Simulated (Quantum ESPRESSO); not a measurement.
**CoO: which magnetic order is lowest**

Does CoO prefer parallel or opposed moments, or none?

Main program and level: Quantum ESPRESSO 7.5; LDA; plane waves with GBRV 1.5 LDA potentials, no spin-orbit coupling.

### 1. The starting structure

Symmetry: Fm-3m, No. 225, cubic system. Conventional cell: a = 4.263 Å, b = 4.263 Å, c = 4.263 Å, α = 90.00°, β = 90.00°, γ = 90.00°. Nearest to Co lie 6 O at 2.13 Å. O has 6 Co at 2.13 Å nearest. Farther neighbours and most contacts between anions are not listed.

The cell comes from the Crystallography Open Database.

The settings of this session are cheaper than careful work needs (see the inputs), so it shows what such settings give, not the properties of the crystal.

### 2. Run 1, typed as ferro +

The signs are those of the starting moments on the seeded atoms, the atoms that are given a moment.

pw.in

```
&CONTROL
  calculation = 'scf'
  prefix = 'pwscf'
  outdir = './tmp'
  pseudo_dir = './pseudo'
  disk_io = 'nowf'
/
&SYSTEM
  ibrav = 0
  celldm(1) = 8
  nat = 2
  ntyp = 2
  ecutwfc = 40
  nbnd = 20
  occupations = 'smearing'
  smearing = 'fd'
  degauss = 0.00367493
  nspin = 2
  starting_magnetization(1) = 0.1765
  starting_magnetization(2) = 0
/
&ELECTRONS
  conv_thr = 4d-09
  electron_maxstep = 150
  mixing_beta = 0.3
/
ATOMIC_SPECIES
Co     58.9332 co_lda_v1.2.uspp.F.UPF
O      15.9990 o_lda_v1.2.uspp.F.UPF
CELL_PARAMETERS alat
   0.0000000000000    0.5034939043300    0.5034939043300
   0.5034939043300    0.0000000000000    0.5034939043300
   0.5034939043300    0.5034939043300    0.0000000000000
ATOMIC_POSITIONS crystal
Co      0.0000000000    0.0000000000    0.0000000000
O       0.5000000000    0.5000000000    0.5000000000
K_POINTS automatic
6 6 6 0 0 0
```

Launch:

```bash
> OMP_NUM_THREADS=1 mpirun -n 2 pw.x -nk 2 -in pw.in > pw.out
```

The log of the run:

```text
Program PWSCF v.7.5 starts

     Message from routine setup:
     using ibrav=0 with symmetry is DISCOURAGED, use correct ibrav instead

     K-points division:     npool     =       2
     Subspace diagonalization in iterative solution of the eigenvalue problem:

     G-vector sticks info
     --------------------
     sticks:   dense  smooth     PW     G-vecs:    dense   smooth      PW
     Sum         361     361    121                 4477     4477     869

     Using Slab Decomposition

     bravais-lattice index     =            0
     lattice parameter (alat)  =       8.0000  a.u.
     unit-cell volume          =     130.7021 (a.u.)^3
     number of atoms/cell      =            2
     number of atomic types    =            2
     number of electrons       =        23.00
     number of Kohn-Sham states=           20
     kinetic-energy cutoff     =      40.0000  Ry
     charge density cutoff     =     160.0000  Ry
     scf convergence threshold =      4.0E-09
     mixing beta               =       0.3000
     number of iterations used =            8  plain     mixing
     Exchange-correlation= SLA  PZ   NOGX NOGC
                           (   1   1   0   0   0   0   0)

     celldm(1)=   8.000000  celldm(2)=   0.000000  celldm(3)=   0.000000
     celldm(4)=   0.000000  celldm(5)=   0.000000  celldm(6)=   0.000000

     crystal axes: (cart. coord. in units of alat)
               a(1) = (   0.000000   0.503494   0.503494 )
               a(2) = (   0.503494   0.000000   0.503494 )
               a(3) = (   0.503494   0.503494   0.000000 )

     reciprocal axes: (cart. coord. in units 2 pi/alat)
               b(1) = ( -0.993061  0.993061  0.993061 )
               b(2) = (  0.993061 -0.993061  0.993061 )
               b(3) = (  0.993061  0.993061 -0.993061 )

     PseudoPot. # 1 for Co read from file:
     co_lda_v1.2.uspp.F.UPF
     Pseudo is Ultrasoft + core correction, Zval = 17.0
     Generated by new atomic code, or converted to UPF format
     Using radial grid of  863 points,  6 beta functions with:
                l(1) =   0
                l(2) =   0
                l(3) =   1
                l(4) =   1
                l(5) =   2
                l(6) =   2
     Q(r) pseudized with  8 coefficients,  rinner =    1.200   1.200   1.200
                                                       1.200   1.200

     PseudoPot. # 2 for O  read from file:
     o_lda_v1.2.uspp.F.UPF
     Pseudo is Ultrasoft + core correction, Zval =  6.0
     Generated by new atomic code, or converted to UPF format
     Using radial grid of  737 points,  5 beta functions with:
                l(1) =   0
                l(2) =   0
                l(3) =   1
                l(4) =   1
                l(5) =   2
     Q(r) pseudized with  8 coefficients,  rinner =    0.900   0.900   0.900
                                                       0.900   0.900

     atomic species   valence    mass     pseudopotential
     Co               17.00    58.93320     Co( 1.00)
     O                 6.00    15.99900     O ( 1.00)

     Starting magnetic structure
     atomic species   magnetization
     Co              0.176
     O               0.000

     48 Sym. Ops., with inversion, found

   Cartesian axes

     site n.     atom                  positions (alat units)
         1        Co     tau(   1) = (   0.0000000   0.0000000   0.0000000  )
         2        O      tau(   2) = (   0.5034939   0.5034939   0.5034939  )

     number of k points=    16  Fermi-Dirac smearing, width (Ry)=  0.0037
                       cart. coord. in units 2pi/alat
        k(    1) = (   0.0000000   0.0000000   0.0000000), wk =   0.0046296
        k(    2) = (   0.1655101   0.1655101  -0.1655101), wk =   0.0370370
        k(    3) = (   0.3310202   0.3310202  -0.3310202), wk =   0.0370370
        k(    4) = (  -0.4965303  -0.4965303   0.4965303), wk =   0.0185185
        k(    5) = (   0.3310202   0.0000000  -0.0000000), wk =   0.0277778
        [... 11 further k-points ...]

     Dense  grid:     4477 G-vectors     FFT dimensions: (  24,  24,  24)

     Check: negative core charge=   -0.000048
     Generating pointlists ...
     new r_m :   0.2077 (alat units)  1.6615 (a.u.) for type    1
     new r_m :   0.2077 (alat units)  1.6615 (a.u.) for type    2

     Initial potential from superposition of free atoms

     starting charge      22.0000, renormalised to      23.0000
     Starting wfcs are   17 randomized atomic wfcs +    3 random wfcs

     Self-consistent Calculation

     iteration #  1     ecut=    40.00 Ry     beta= 0.30
     Davidson diagonalization with overlap
     ethr =  1.00E-02,  avg # of iterations =  5.0

     total energy              =    -328.28108922 Ry
     estimated scf accuracy    <       7.10406981 Ry

     total magnetization       =     2.98 Bohr mag/cell
     absolute magnetization    =     3.03 Bohr mag/cell

     iteration #  2     ecut=    40.00 Ry     beta= 0.30
     Davidson diagonalization with overlap
     ethr =  1.00E-02,  avg # of iterations =  2.1

     total energy              =    -329.39225284 Ry
     estimated scf accuracy    <       8.77579930 Ry

     total magnetization       =     0.16 Bohr mag/cell
     absolute magnetization    =     0.41 Bohr mag/cell

     iteration #  3     ecut=    40.00 Ry     beta= 0.30
     Davidson diagonalization with overlap
     ethr =  1.00E-02,  avg # of iterations =  1.5

     total energy              =    -330.53905572 Ry
     estimated scf accuracy    <       0.20311102 Ry

     total magnetization       =     3.01 Bohr mag/cell
     absolute magnetization    =     3.01 Bohr mag/cell

     [... further iterations left out ...]

     iteration # 12     ecut=    40.00 Ry     beta= 0.30
     Davidson diagonalization with overlap
     ethr =  5.17E-08,  avg # of iterations =  1.0

     total energy              =    -330.54496849 Ry
     estimated scf accuracy    <       0.00000479 Ry

     total magnetization       =     2.86 Bohr mag/cell
     absolute magnetization    =     2.88 Bohr mag/cell

     iteration # 13     ecut=    40.00 Ry     beta= 0.30
     Davidson diagonalization with overlap
     ethr =  2.08E-08,  avg # of iterations =  1.5

     total energy              =    -330.54497076 Ry
     estimated scf accuracy    <       0.00000178 Ry

     total magnetization       =     2.87 Bohr mag/cell
     absolute magnetization    =     2.89 Bohr mag/cell

     iteration # 14     ecut=    40.00 Ry     beta= 0.30
     Davidson diagonalization with overlap
     ethr =  7.72E-09,  avg # of iterations =  1.4

     total energy              =    -330.54497100 Ry
     estimated scf accuracy    <       0.00000012 Ry

     total magnetization       =     2.87 Bohr mag/cell
     absolute magnetization    =     2.89 Bohr mag/cell

     iteration # 15     ecut=    40.00 Ry     beta= 0.30
     Davidson diagonalization with overlap
     ethr =  5.12E-10,  avg # of iterations =  2.0

     Magnetic moment per site  (integrated on atomic sphere of radius R)
     atom   1 (R=0.208)  charge= 14.6244  magn=  2.4358
     atom   2 (R=0.208)  charge=  5.7199  magn=  0.3360

     End of self-consistent calculation

     [... lines left out ...]
     the Fermi energy is    13.4682 ev

!    total energy              =    -330.54497117 Ry
     estimated scf accuracy    <          2.2E-09 Ry
     smearing contrib. (-TS)   =      -0.00234575 Ry
     internal energy E=F+TS    =    -330.54262542 Ry

     The total energy is F=E-TS. E is the sum of the following terms:
     one-electron contribution =    -183.16708277 Ry
     hartree contribution      =     104.57824688 Ry
     xc contribution           =     -39.39092776 Ry
     ewald contribution        =    -212.56286177 Ry

     total magnetization       =     2.87 Bohr mag/cell
     absolute magnetization    =     2.89 Bohr mag/cell

     convergence has been achieved in  15 iterations

=------------------------------------------------------------------------------=
   JOB DONE.
=------------------------------------------------------------------------------=
```

It took 5.5 s on 2 MPI ranks of Arm Neoverse V1, shared host; peak memory 0.11 GiB; 11 s of CPU time.

Spin moment in the atom's sphere by atom:

| atom | spin moment in the atom's sphere (μB) |
| --- | --- |
| Co1 | 2.44 |
| O2 | 0.34 |

Numbers from this step:

| Item | Value |
| --- | --- |
| smearing term TS | 0.03192 eV |
| magnetization | 2.874 μB |
| absolute magnetization | 2.891 μB |
| final state | ferromagnetic |

### 3. Run 2, typed as antiferro q=(0,0,1/2) +−

This order needs a doubled cell of 4 atoms. The wavevector q is in fractions of the reciprocal vectors of the crystal's primitive cell, as the cells of these inputs are built from it; moments change sign between cells as cos(2π q·R).

pw.in

```
&CONTROL
  calculation = 'scf'
  prefix = 'pwscf'
  outdir = './tmp'
  pseudo_dir = './pseudo'
  disk_io = 'nowf'
/
&SYSTEM
  ibrav = 0
  celldm(1) = 8
  nat = 4
  ntyp = 3
  ecutwfc = 40
  nbnd = 32
  occupations = 'smearing'
  smearing = 'fd'
  degauss = 0.00367493
  nspin = 2
  starting_magnetization(1) = 0.1765
  starting_magnetization(2) = -0.1765
  starting_magnetization(3) = 0
/
&ELECTRONS
  conv_thr = 8d-09
  electron_maxstep = 150
  mixing_beta = 0.3
/
ATOMIC_SPECIES
Co1    58.9332 co_lda_v1.2.uspp.F.UPF
Co2    58.9332 co_lda_v1.2.uspp.F.UPF
O      15.9990 o_lda_v1.2.uspp.F.UPF
CELL_PARAMETERS alat
   0.0000000000000    0.5034939043300    0.5034939043300
   0.5034939043300    0.0000000000000    0.5034939043300
   1.0069878086600    1.0069878086600    0.0000000000000
ATOMIC_POSITIONS crystal
Co1     0.0000000000    0.0000000000    0.0000000000
Co2     0.0000000000    0.0000000000    0.5000000000
O       0.5000000000    0.5000000000    0.2500000000
O       0.5000000000    0.5000000000    0.7500000000
K_POINTS automatic
6 6 3 0 0 0
```

The log of the run:

```text
[banner, memory and clock lines left out]
Program PWSCF v.7.5 starts

     Message from routine setup:
     using ibrav=0 with symmetry is DISCOURAGED, use correct ibrav instead

     bravais-lattice index     =            0
     lattice parameter (alat)  =       8.0000  a.u.
     unit-cell volume          =     261.4042 (a.u.)^3
     number of atoms/cell      =            4
     number of atomic types    =            3
     number of electrons       =        46.00
     number of Kohn-Sham states=           32
     kinetic-energy cutoff     =      40.0000  Ry
     charge density cutoff     =     160.0000  Ry
     scf convergence threshold =      8.0E-09
     mixing beta               =       0.3000
     number of iterations used =            8  plain     mixing
     Exchange-correlation= SLA  PZ   NOGX NOGC
                           (   1   1   0   0   0   0   0)

     celldm(1)=   8.000000  celldm(2)=   0.000000  celldm(3)=   0.000000
     celldm(4)=   0.000000  celldm(5)=   0.000000  celldm(6)=   0.000000

     crystal axes: (cart. coord. in units of alat)
               a(1) = (   0.000000   0.503494   0.503494 )
               a(2) = (   0.503494   0.000000   0.503494 )
               a(3) = (   1.006988   1.006988   0.000000 )

     reciprocal axes: (cart. coord. in units 2 pi/alat)
               b(1) = ( -0.993061  0.993061  0.993061 )
               b(2) = (  0.993061 -0.993061  0.993061 )
               b(3) = (  0.496530  0.496530 -0.496530 )

     PseudoPot. # 1 for Co read from file:
     co_lda_v1.2.uspp.F.UPF
     Pseudo is Ultrasoft + core correction, Zval = 17.0

     PseudoPot. # 2 for Co read from file:
     co_lda_v1.2.uspp.F.UPF
     Pseudo is Ultrasoft + core correction, Zval = 17.0

     PseudoPot. # 3 for O  read from file:
     o_lda_v1.2.uspp.F.UPF
     Pseudo is Ultrasoft + core correction, Zval =  6.0

     atomic species   valence    mass     pseudopotential
     Co1              17.00    58.93320     Co( 1.00)
     Co2              17.00    58.93320     Co( 1.00)
     O                 6.00    15.99900     O ( 1.00)

     Starting magnetic structure
     atomic species   magnetization
     Co1             0.176
     Co2            -0.176
     O               0.000

     12 Sym. Ops., with inversion, found

   Cartesian axes

     site n.     atom                  positions (alat units)
         1        Co1    tau(   1) = (   0.0000000   0.0000000   0.0000000  )
         2        Co2    tau(   2) = (   0.5034939   0.5034939   0.0000000  )
         3        O      tau(   3) = (   0.5034939   0.5034939   0.5034939  )
         4        O      tau(   4) = (   1.0069878   1.0069878   0.5034939  )

     number of k points=    16  Fermi-Dirac smearing, width (Ry)=  0.0037
                       cart. coord. in units 2pi/alat
        k(    1) = (   0.0000000   0.0000000   0.0000000), wk =   0.0092593
        k(    2) = (   0.1655101   0.1655101  -0.1655101), wk =   0.0185185
        k(    3) = (   0.1655101  -0.1655101   0.1655101), wk =   0.0555556
        k(    4) = (   0.3310202   0.0000000  -0.0000000), wk =   0.0555556
        k(    5) = (  -0.0000000  -0.3310202   0.3310202), wk =   0.0555556
        [... 11 further k-points ...]

     Dense  grid:     8953 G-vectors     FFT dimensions: (  24,  24,  45)

     Check: negative core charge=   -0.000048
     Generating pointlists ...
     new r_m :   0.2077 (alat units)  1.6615 (a.u.) for type    1
     new r_m :   0.2077 (alat units)  1.6615 (a.u.) for type    2
     new r_m :   0.2077 (alat units)  1.6615 (a.u.) for type    3

     Initial potential from superposition of free atoms

     starting charge      44.0000, renormalised to      46.0000
     Starting wfcs are   34 randomized atomic wfcs

     Self-consistent Calculation

     iteration #  1     ecut=    40.00 Ry     beta= 0.30
     Davidson diagonalization with overlap
     ethr =  1.00E-02,  avg # of iterations =  2.9

     total energy              =    -656.87878433 Ry
     estimated scf accuracy    <      13.46836591 Ry

     total magnetization       =    -0.00 Bohr mag/cell
     absolute magnetization    =     6.11 Bohr mag/cell

     iteration #  2     ecut=    40.00 Ry     beta= 0.30
     Davidson diagonalization with overlap
     ethr =  1.00E-02,  avg # of iterations =  2.9

     total energy              =    -658.95404276 Ry
     estimated scf accuracy    <      15.90608796 Ry

     total magnetization       =     0.00 Bohr mag/cell
     absolute magnetization    =     0.95 Bohr mag/cell

     [... further iterations left out ...]

     iteration # 12     ecut=    40.00 Ry     beta= 0.30
     Davidson diagonalization with overlap
     ethr =  2.68E-08,  avg # of iterations =  1.0

     total energy              =    -661.10904819 Ry
     estimated scf accuracy    <       0.00000053 Ry

     total magnetization       =    -0.00 Bohr mag/cell
     absolute magnetization    =     4.98 Bohr mag/cell

     iteration # 13     ecut=    40.00 Ry     beta= 0.30
     Davidson diagonalization with overlap
     ethr =  1.15E-09,  avg # of iterations =  2.0

     Magnetic moment per site  (integrated on atomic sphere of radius R)
     atom   1 (R=0.208)  charge= 14.6331  magn=  2.3277
     atom   2 (R=0.208)  charge= 14.6329  magn= -2.3278
     atom   3 (R=0.208)  charge=  5.7112  magn= -0.0000
     atom   4 (R=0.208)  charge=  5.7112  magn= -0.0000

     End of self-consistent calculation

     [... lines left out ...]
     the Fermi energy is    13.4122 ev

!    total energy              =    -661.10904827 Ry
     estimated scf accuracy    <          5.9E-09 Ry
     smearing contrib. (-TS)   =      -0.00477532 Ry
     internal energy E=F+TS    =    -661.10427295 Ry

     The total energy is F=E-TS. E is the sum of the following terms:
     one-electron contribution =    -366.47932517 Ry
     hartree contribution      =     209.25352912 Ry
     xc contribution           =     -78.75275343 Ry
     ewald contribution        =    -425.12572347 Ry

     total magnetization       =     0.00 Bohr mag/cell
     absolute magnetization    =     4.98 Bohr mag/cell

     convergence has been achieved in  13 iterations
```

Wall time 15 s (2 MPI ranks); peak memory 0.16 GiB.

Spin moment in the atom's sphere by atom:

```
atom  spin moment in the atom's sphere (μB)
 Co1                                   2.33
 Co2                                  -2.33
  O3                                   0.00
  O4                                   0.00
```

This step gave:

```
smearing term TS       : 0.06497 eV
magnetization          : 0 μB
absolute magnetization : 4.978 μB
final state            : antiferromagnetic
```

(Part 1 of 2 ends here.)

[Logs and program files are shortened in this print: banners, set-up blocks, solver, clock and traceback lines can be left out without a mark of their own.]

[Logs are printed without paths, hosts, clocks, repeated set-up lines and the standing remarks that a program may print on its own settings, such as how far it seeks lower states.]

[Hosts, paths, dates, database ids (printed as entryN), source tags and the programs' standing remarks are cut or masked in the printed files.]

[Where a cell is said to come from a database of computed structures, the database is the Materials Project.]
